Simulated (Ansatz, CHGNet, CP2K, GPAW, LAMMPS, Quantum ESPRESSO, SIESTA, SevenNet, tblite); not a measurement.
# Glassy 53P2O5-24SrO-24Li2O (mol %) (83 atoms) in CP2K

Aim: run glassy 53P2O5-24SrO-24Li2O (mol %) (83 atoms) in CP2K and see how near its forces come to a plane-wave reference, and at what cost.

Main program and level: CP2K 2026.2; the method is named at each step.

## (1) The starting structure

The cell holds 83 atoms: 18 P, 4 Sr, 8 Li and 53 O. Its edges and angles: a = 10.375 Å, b = 10.375 Å, c = 10.375 Å, α = 90.0°, β = 90.0°, γ = 90.0°. 83 atoms (18 P, 4 Sr, 8 Li, 53 O) placed at random at 2.74 g/cm³, melted at 4000 K for 10 ps at fixed volume with the Morse and Coulomb pair potential with partial charges (Pedone, Malavasi, Menziani, Cormack and Segre, J. Phys. Chem. B 110, 11780 (2006)). Quenched from 4000 K to 300 K at 20 K/ps and fixed volume, held 10 ps at zero pressure, then minimised at fixed cell.

The yardstick, on the same geometry:

* method: Kohn-Sham DFT, PBE, PAW, plane waves (Ansatz 0.2.0); cutoff 420 eV, Γ point, fermi-dirac smearing of 0.05 eV; PAW set soft_2
* r.m.s. force component: 1.226 eV/Å
* longest force: 4.925 eV/Å
* pressure: 2.124 GPa
* gap (highest filled to lowest empty level): 2.263 eV
* SCF cycles: 9
* time: 16 s on 4 threads of Arm Neoverse V1, shared host
* CPU time: 59 s

## (2) PBE, DZVP-UZH, 800/50 Ry, OT DIIS

Method: Kohn-Sham DFT, PBE, GTH-PBE pseudopotentials, Gaussian and plane waves, DZVP-MOLOPT (UZH set), orbital transformation.

input.inp reads:

```
&GLOBAL
  PROJECT cell
  RUN_TYPE ENERGY_FORCE
  PRINT_LEVEL LOW
&END GLOBAL
&FORCE_EVAL
  METHOD QS
  STRESS_TENSOR ANALYTICAL
  &DFT
    BASIS_SET_FILE_NAME BASIS_MOLOPT_UZH
    POTENTIAL_FILE_NAME POTENTIAL_UZH
    &MGRID
      CUTOFF 800
      REL_CUTOFF 50
      NGRIDS 5
    &END MGRID
    &QS
      EPS_DEFAULT 1.0E-12
    &END QS
    &SCF
      SCF_GUESS ATOMIC
      EPS_SCF 1.0E-06
      MAX_SCF 30
      &OT
        MINIMIZER DIIS
        PRECONDITIONER FULL_ALL
        ENERGY_GAP 0.001
      &END OT
      &OUTER_SCF
        EPS_SCF 1.0E-06
        MAX_SCF 8
      &END OUTER_SCF
      &PRINT
        &RESTART OFF
        &END RESTART
      &END PRINT
    &END SCF
    &XC
      &XC_FUNCTIONAL PBE
      &END XC_FUNCTIONAL
    &END XC
    &PRINT
      &MULLIKEN ON
      &END MULLIKEN
      &HIRSHFELD ON
        SHAPE_FUNCTION DENSITY
      &END HIRSHFELD
      &MO_CUBES
        NHOMO 1
        NLUMO 4
        WRITE_CUBE F
      &END MO_CUBES
    &END PRINT
  &END DFT
  &SUBSYS
    &CELL
      A 10.37499 0.00000 0.00000
      B 0.00000 10.37499 0.00000
      C 0.00000 0.00000 10.37499
    &END CELL
    &COORD
      P 7.11154 9.11474 0.64076
      P 2.47568 3.37851 7.41086
      P 3.40393 7.65218 3.27445
      P 0.78549 9.29412 7.49303
      P 4.62735 5.02450 6.35323
      P 7.48203 0.97764 6.99171
      P 5.62231 6.47306 1.43445
      P 7.87586 2.49021 2.79658
      P 1.90298 3.56288 2.57870
      P 4.60079 0.56865 0.55579
      P 3.07318 8.64486 9.44010
      P 8.41017 8.09073 4.93694
      P 9.77812 0.23738 3.78656
      P 9.61606 5.57469 8.70389
      P 0.90522 8.80266 1.75213
      P 10.32239 1.87082 7.62178
      P 5.17349 7.90325 7.32941
      P 8.23048 8.33879 8.11542
      Sr 9.29858 5.53547 2.22855
      Sr 6.82446 3.64702 9.60745
      Sr 0.85770 5.93066 5.36667
      Sr 3.54399 0.80780 4.62828
      Li 2.02873 5.60415 0.07107
      Li 6.91317 5.07866 4.11285
      Li 5.73716 9.59147 4.75237
      Li 10.00315 3.14383 0.37651
      Li 4.87573 2.31165 8.29231
      Li 0.84618 1.21709 0.35929
      Li 4.92065 3.28047 3.55800
      Li 3.81634 3.99001 0.04440
      O 9.85863 8.85433 8.17528
      O 10.36856 7.67770 1.40944
      O 7.81683 8.91699 9.67281
      O 10.22061 1.98328 9.12138
      O 5.21364 4.66771 5.03135
      O 2.68142 7.51035 10.31606
      O 6.40635 2.16682 2.76462
      O 0.24070 9.80229 2.76193
      O 2.97409 6.64217 4.28674
      O 5.30318 4.31413 7.50516
      O 2.57860 3.81385 8.83534
      O 3.94779 0.51833 1.88493
      O 6.65877 5.80398 2.28457
      O 6.95622 8.03470 4.60867
      O 0.47818 5.91831 7.90356
      O 0.90947 4.41414 3.35102
      O 6.87395 0.93167 5.63746
      O 6.66396 1.60397 8.07371
      O 8.80391 1.28567 3.21220
      O 5.29176 5.57355 0.28189
      O 8.00213 9.41862 1.77485
      O 3.79538 9.88571 10.04092
      O 4.66345 1.90941 10.27083
      O 3.28161 2.14192 7.09639
      O 9.23291 7.03580 4.26910
      O 1.00689 8.63842 6.17800
[... 23 atom lines left out ...]
      O 6.28704 7.80376 0.89339
      O 5.99726 10.20671 0.53327
      O 8.15920 3.61828 3.75813
      O 4.79906 6.54849 6.67994
    &END COORD
    &KIND P
      BASIS_SET DZVP-MOLOPT-PBE-GTH-q5
      POTENTIAL GTH-PBE-q5
    &END KIND
    &KIND Sr
      BASIS_SET DZVP-MOLOPT-PBE-GTH-q10
      POTENTIAL GTH-PBE-q10
    &END KIND
    &KIND Li
      BASIS_SET DZVP-MOLOPT-PBE-GTH-q3
      POTENTIAL GTH-PBE-q3
    &END KIND
    &KIND O
      BASIS_SET DZVP-MOLOPT-PBE-GTH-q6
      POTENTIAL GTH-PBE-q6
    &END KIND
  &END SUBSYS
  &PRINT
    &FORCES ON
    &END FORCES
    &STRESS_TENSOR ON
    &END STRESS_TENSOR
  &END PRINT
&END FORCE_EVAL
```

Launch:

```bash
> OMP_NUM_THREADS=1 mpirun -np 4 cp2k.psmp -i input.inp > output.txt
```

Numbers of over 12 decimals in the logs are rounded to 6 here.

Output:

```text
CP2K| version string:                                       CP2K version 2026.2
 CP2K| Input file name                                                 input.inp
 GLOBAL| Basis set file name                                    BASIS_MOLOPT_UZH
 GLOBAL| Potential file name                                       POTENTIAL_UZH
 GLOBAL| Run type                                                   ENERGY_FORCE
 GLOBAL| Total number of message passing processes                             4
 GLOBAL| Number of threads for this process                                    1
 TOTAL NUMBERS AND MAXIMUM NUMBERS
  Total number of            - Atomic kinds:                                   4
                             - Atoms:                                         83
                             - Shell sets:                                    83
                             - Shells:                                       411
                             - Primitive Cartesian functions:                401
                             - Cartesian basis functions:                   1102
                             - Spherical basis functions:                   1027
  Maximum angular momentum of- Orbital basis functions:                        2
                             - Local part of the GTH pseudopotential:          6
                             - Non-local part of the GTH pseudopotential:      3
 SCF PARAMETERS         Density guess:                                    ATOMIC
                        max_scf:                                              30
                        eps_scf:                                        1.00E-06
                        Outer loop SCF in use
                        eps_scf                                         1.00E-06
                        max_scf                                                8
 Extrapolation method: initial_guess
 Number of electrons:                                                        472
[... lines left out ...]
  Step     Update method      Time    Convergence         Total energy    Change
[... lines left out ...]
  Total energy:                                             -1153.259443
[... lines left out ...]
                                         using   7 DIIS vectors
                                         safer DIIS on
  Preconditioner : FULL_ALL            : diagonalization, state selective
  Precond_solver : DEFAULT
  stepsize       :    0.15000000                  energy_gap     :    0.00100000
  eps_taylor     :   0.10000E-15                  max_taylor     :             4
  ----------------------------------- OT ---------------------------------------
  Step     Update method      Time    Convergence         Total energy    Change
[...]
4 OT DIIS     0.15E+00    3.9     0.00000242     -1153.2602986198 -1.30E-05
     5 OT DIIS     0.15E+00    3.9     0.00000097     -1153.2602986687 -4.90E-08
  *** SCF run converged in     5 steps ***
  Electronic density on regular grids:       -472.0000000000        0.0000000000
  Core density on regular grids:              471.9999999997       -0.0000000003
  Total charge density on r-space grids:       -0.0000000003
  Total charge density g-space grids:          -0.0000000003
  Overlap energy of the core charge distribution:               4.4475e-06
  Self energy of the core charge distribution:              -2783.880847
  Core Hamiltonian energy:                                    762.769269
  Hartree energy:                                            1121.986451
  Exchange-correlation energy:                               -254.135176
  Total energy:                                             -1153.260299
  outer SCF iter =    2 RMS gradient =   0.97E-06 energy =      -1153.2602986687
  outer SCF loop converged in   2 iterations or   35 steps
 !-----------------------------------------------------------------------------!
                     Mulliken Population Analysis
 #  Atom  Element  Kind  Atomic population                           Net charge
       1     P        1          3.909043                              1.090957
       2     P        1          3.885907                              1.114093
       3     P        1          3.840471                              1.159529
[...]
82     O        4          6.757953                             -0.757953
      83     O        4          6.404605                             -0.404605
 # Total charge                            472.000000                  0.000000
 !-----------------------------------------------------------------------------!
 !-----------------------------------------------------------------------------!
                           Hirshfeld Charges
  #Atom  Element  Kind  Ref Charge     Population                    Net charge
      1       P      1       5.000          4.469                         0.531
      2       P      1       5.000          4.447                         0.553
      3       P      1       5.000          4.461                         0.539
[...]
82       O      4       6.000          6.342                        -0.342
     83       O      4       6.000          6.120                        -0.120
  Total Charge                                                            0.000
 !-----------------------------------------------------------------------------!
  Eigenvalues of the occupied subspace spin            1
      -1.53943629     -1.53897815     -1.53236815     -1.52612601
      -1.52421382     -1.52314259     -1.52168954     -1.51499840
      -1.17790783     -1.16435333     -1.13078042     -1.11643345
[...]
0.09862493      0.10124105      0.10450809      0.11723829
 Fermi Energy [eV] :    3.190216
  Using OT eigensolver for additional unoccupied orbitals spin            1
  Lowest Eigenvalues of the unoccupied subspace spin            1
 OT| Eigensolver reached convergence in 265 iterations
       0.18966409      0.22771113      0.25312320      0.25880085
 HOMO - LUMO gap [eV] :    1.970806
 ENERGY| Total FORCE_EVAL ( QS ) energy [hartree]          -1153.260299
 FORCES| Atomic forces [hartree/bohr]
 FORCES|   Atom     x               y               z               |f|
 FORCES|      1  2.64015096E-02 -3.73911049E-03  4.23796007E-02   5.00704625E-02
 FORCES|      2  5.74816501E-02 -4.12119542E-02  6.79054953E-02   9.80495872E-02
 FORCES|      3 -2.18311141E-04  8.50253575E-03  4.97413433E-02   5.04632738E-02
[...]
FORCES|     82  1.11741565E-02  2.80181677E-02  2.01486988E-02   3.62746407E-02
 FORCES|     83 -1.82241755E-02  1.28675323E-02 -1.36039357E-02   2.61296963E-02
 FORCES| Sum     1.96231796E-03  2.33512580E-03 -9.36567608E-04
 FORCES| Total atomic force                                       3.19071514E-03
 STRESS| Analytical stress tensor [bar]
 STRESS|                        x                   y                   z
 STRESS|      x        3.88949389145E+04  -2.50899643511E+03   2.64699046710E+03
 STRESS|      y       -2.50899643511E+03   2.28417744676E+04   3.96534248499E+03
 STRESS|      z        2.64699046710E+03   3.96534248499E+03   3.07441527080E+04
 STRESS| 1/3 Trace                                             3.08269553633E+04
```

Elapsed: 2.6 min, on 4 MPI ranks of Arm Neoverse V1, shared host; peak memory 3.5 GiB; 10 min of CPU time.

Banners, paths, timers and routine set-up lines are dropped from the logs unmarked, and long logs keep their key lines alone; longer cuts are marked.

Numbers from this run, and their distance from the reference:

```
r.m.s. force component                           : 1.274 eV/Å
r.m.s. difference of force components            : 74.22 meV/Å
longest difference of force vectors              : 251.5 meV/Å
force difference over r.m.s. force               : 6.054 %
slope of forces against the reference's          : 1.038
correlation of force components                  : 0.999
gap (highest filled to lowest empty level) : 1.971 eV
gap difference                                   : -0.2922 eV
pressure                                         : 3.083 GPa
pressure difference                              : 0.9585 GPa
```

Length of the force difference by element (eV/Å):

```
element  atoms   mean  most
     Li      8   0.13  0.18
      O     53  0.096  0.21
      P     18   0.17  0.25
     Sr      4   0.13  0.19
```

A closer look about O76, whose charge lies farthest from its element's mean: 9 atoms, nearest first, numbered in the order of the input, with positions taken from that point.

```
atom      x      y      z  distance (Å)  bonds  Hirshfeld charge (e)     Fx     Fy  Fz (eV/Å)
 O76   0.00   0.00   0.00          0.00      2                 -0.11  -2.16   1.08      -2.79
 P16  -1.04  -1.06   0.47          1.56      4                  0.63  -1.17  -1.45       3.89
  P2   1.49   0.45   0.26          1.58      4                  0.55   2.96  -2.12       3.49
 O54   2.29  -0.79  -0.05          2.42      3                 -0.33   0.39  -0.91      -0.95
 O34  -1.14  -0.95   1.97          2.47      3                 -0.31  -0.10   0.40       0.37
 O41   1.59   0.88   1.69          2.48      2                 -0.28  -0.11   0.51       0.82
 O69  -0.37  -2.47   0.29          2.51      2                 -0.15   1.74   0.95      -0.95
 O75   2.14   1.59  -0.60          2.73      3                 -0.13  -2.90   2.24      -2.47
 O60  -2.45  -1.28  -0.14          2.76      2                 -0.13   2.35   2.31      -1.37
```

Forces lie 6.1 % from the reference's, at 10 times its CPU time.

## (3) PBE, DZVP-MOLOPT-SR, 800/50 Ry, OT DIIS

Method: Kohn-Sham DFT, PBE, GTH-PBE pseudopotentials, Gaussian and plane waves, DZVP-MOLOPT-SR-GTH, orbital transformation.

input.inp: that of step 2 with these lines changed.

```diff
@@ -9,4 +9,4 @@
   &DFT
-    BASIS_SET_FILE_NAME BASIS_MOLOPT_UZH
-    POTENTIAL_FILE_NAME POTENTIAL_UZH
+    BASIS_SET_FILE_NAME BASIS_MOLOPT
+    POTENTIAL_FILE_NAME GTH_POTENTIALS
     &MGRID
@@ -61,6 +61,31 @@
     &COORD
-[... 83 atom lines left out: the same atoms as in the first run ...]
+      SCALED
+      P 0.68545 0.87853 0.06176
+      P 0.23862 0.32564 0.71430
+      P 0.32809 0.73756 0.31561
+      P 0.07571 0.89582 0.72222
+      P 0.44601 0.48429 0.61236
+      P 0.72116 0.09423 0.67390
+      P 0.54191 0.62391 0.13826
+      P 0.75912 0.24002 0.26955
+      P 0.18342 0.34341 0.24855
+      P 0.44345 0.05481 0.05357
+      P 0.29621 0.83324 0.90989
+      P 0.81062 0.77983 0.47585
+      P 0.94247 0.02288 0.36497
+      P 0.92685 0.53732 0.83893
+      P 0.08725 0.84845 0.16888
+      P 0.99493 0.18032 0.73463
+      P 0.49865 0.76176 0.70645
+      P 0.79330 0.80374 0.78221
+      Sr 0.89625 0.53354 0.21480
+      Sr 0.65778 0.35152 0.92602
+[... 59 atom lines left out ...]
+      O 0.60598 0.75217 0.08611
+      O 0.57805 0.98378 0.05140
+      O 0.78643 0.34875 0.36223
+      O 0.46256 0.63118 0.64385
     &END COORD
     &KIND P
-      BASIS_SET DZVP-MOLOPT-PBE-GTH-q5
+      BASIS_SET DZVP-MOLOPT-SR-GTH-q5
       POTENTIAL GTH-PBE-q5
@@ -68,3 +93,3 @@
     &KIND Sr
-      BASIS_SET DZVP-MOLOPT-PBE-GTH-q10
+      BASIS_SET DZVP-MOLOPT-SR-GTH-q10
       POTENTIAL GTH-PBE-q10
@@ -72,3 +97,3 @@
     &KIND Li
-      BASIS_SET DZVP-MOLOPT-PBE-GTH-q3
+      BASIS_SET DZVP-MOLOPT-SR-GTH-q3
       POTENTIAL GTH-PBE-q3
@@ -76,3 +101,3 @@
     &KIND O
-      BASIS_SET DZVP-MOLOPT-PBE-GTH-q6
+      BASIS_SET DZVP-MOLOPT-SR-GTH-q6
       POTENTIAL GTH-PBE-q6
```

Output:

```text
CP2K| version string:                                       CP2K version 2026.2
 CP2K| Input file name                                                 input.inp
 GLOBAL| Basis set file name                                        BASIS_MOLOPT
 GLOBAL| Potential file name                                      GTH_POTENTIALS
 GLOBAL| Run type                                                   ENERGY_FORCE
 GLOBAL| Total number of message passing processes                             4
 GLOBAL| Number of threads for this process                                    1
 TOTAL NUMBERS AND MAXIMUM NUMBERS
  Total number of            - Atomic kinds:                                   4
                             - Atoms:                                         83
[... lines left out ...]
 Number of electrons:                                                        472
[... lines left out ...]
  Step     Update method      Time    Convergence         Total energy    Change
[... lines left out ...]
  Total energy:                                             -1153.525209
[... lines left out ...]
  Step     Update method      Time    Convergence         Total energy    Change
[... lines left out ...]
  *** SCF run converged in     5 steps ***
[... lines left out ...]
  Total energy:                                             -1153.525959
[... lines left out ...]
  outer SCF loop converged in   2 iterations or   35 steps
[... lines left out ...]
  Total Charge                                                            0.000
 !-----------------------------------------------------------------------------!
  Eigenvalues of the occupied subspace spin            1
      -1.54364196     -1.54296725     -1.53670955     -1.52994013
      -1.52782655     -1.52656693     -1.52498889     -1.51862213
      -1.19224119     -1.17886108     -1.14464934     -1.13020991
[...]
0.09945362      0.10237359      0.10547054      0.11856388
 Fermi Energy [eV] :    3.226287
  Using OT eigensolver for additional unoccupied orbitals spin            1
  Lowest Eigenvalues of the unoccupied subspace spin            1
 OT| Eigensolver reached convergence in 253 iterations
       0.18814746      0.22695093      0.25134262      0.25809140
 HOMO - LUMO gap [eV] :    1.893465
 ENERGY| Total FORCE_EVAL ( QS ) energy [hartree]          -1153.525959
 FORCES| Atomic forces [hartree/bohr]
 FORCES|   Atom     x               y               z               |f|
 FORCES|      1  2.86215923E-02 -3.55231131E-03  4.49480381E-02   5.34054359E-02
 FORCES|      2  5.96919348E-02 -4.26424789E-02  6.98099778E-02   1.01266683E-01
 FORCES|      3 -3.22951630E-04  8.59632572E-03  5.26774714E-02   5.33752481E-02
[...]
FORCES|     82  1.10397377E-02  2.91781457E-02  2.10082900E-02   3.76110122E-02
 FORCES|     83 -1.84837256E-02  1.30750653E-02 -1.43179065E-02   2.67882044E-02
 FORCES| Sum     1.91115196E-03  2.27575724E-03 -9.87022339E-04
 FORCES| Total atomic force                                       3.13141916E-03
 STRESS| Analytical stress tensor [bar]
 STRESS|                        x                   y                   z
 STRESS|      x        4.03594339755E+04  -2.47983517798E+03   2.65944723851E+03
 STRESS|      y       -2.47983517798E+03   2.38161984376E+04   3.87526740674E+03
 STRESS|      z        2.65944723851E+03   3.87526740674E+03   3.02310522694E+04
 STRESS| 1/3 Trace                                             3.14688948941E+04
```

Wall time 2.4 min (4 MPI ranks); peak memory 3.6 GiB.

Numbers from this run, and their distance from the reference:

| Property | Result |
| --- | --- |
| r.m.s. force component | 1.319 eV/Å |
| r.m.s. difference of force components | 111.7 meV/Å |
| longest difference of force vectors | 431 meV/Å |
| force difference over r.m.s. force | 9.11 % |
| slope of forces against the reference's | 1.075 |
| correlation of force components | 0.9988 |
| gap (highest filled to lowest empty level) | 1.893 eV |
| gap difference | -0.3695 eV |
| pressure | 3.147 GPa |
| pressure difference | 1.023 GPa |

Against the first run (6.1 %), the force difference from the reference is 9.1 %, at 0.94 times the CPU time, with 1027 basis functions against 1027; this set comes with other potentials too, so the change isn't the basis's alone.

(Continued in part 2 of 2.)

[Also dropped from logs without a mark: logging warnings of Python, and SIESTA's first energy breakdown and zero terms.]

[Logs are printed without paths, hosts, clocks, repeated set-up lines and the standing remarks that a program may print on its own settings, such as how far it seeks lower states.]

[Hosts, paths, dates, database ids (printed as entryN), source tags and the programs' standing remarks are cut or masked in the printed files.]
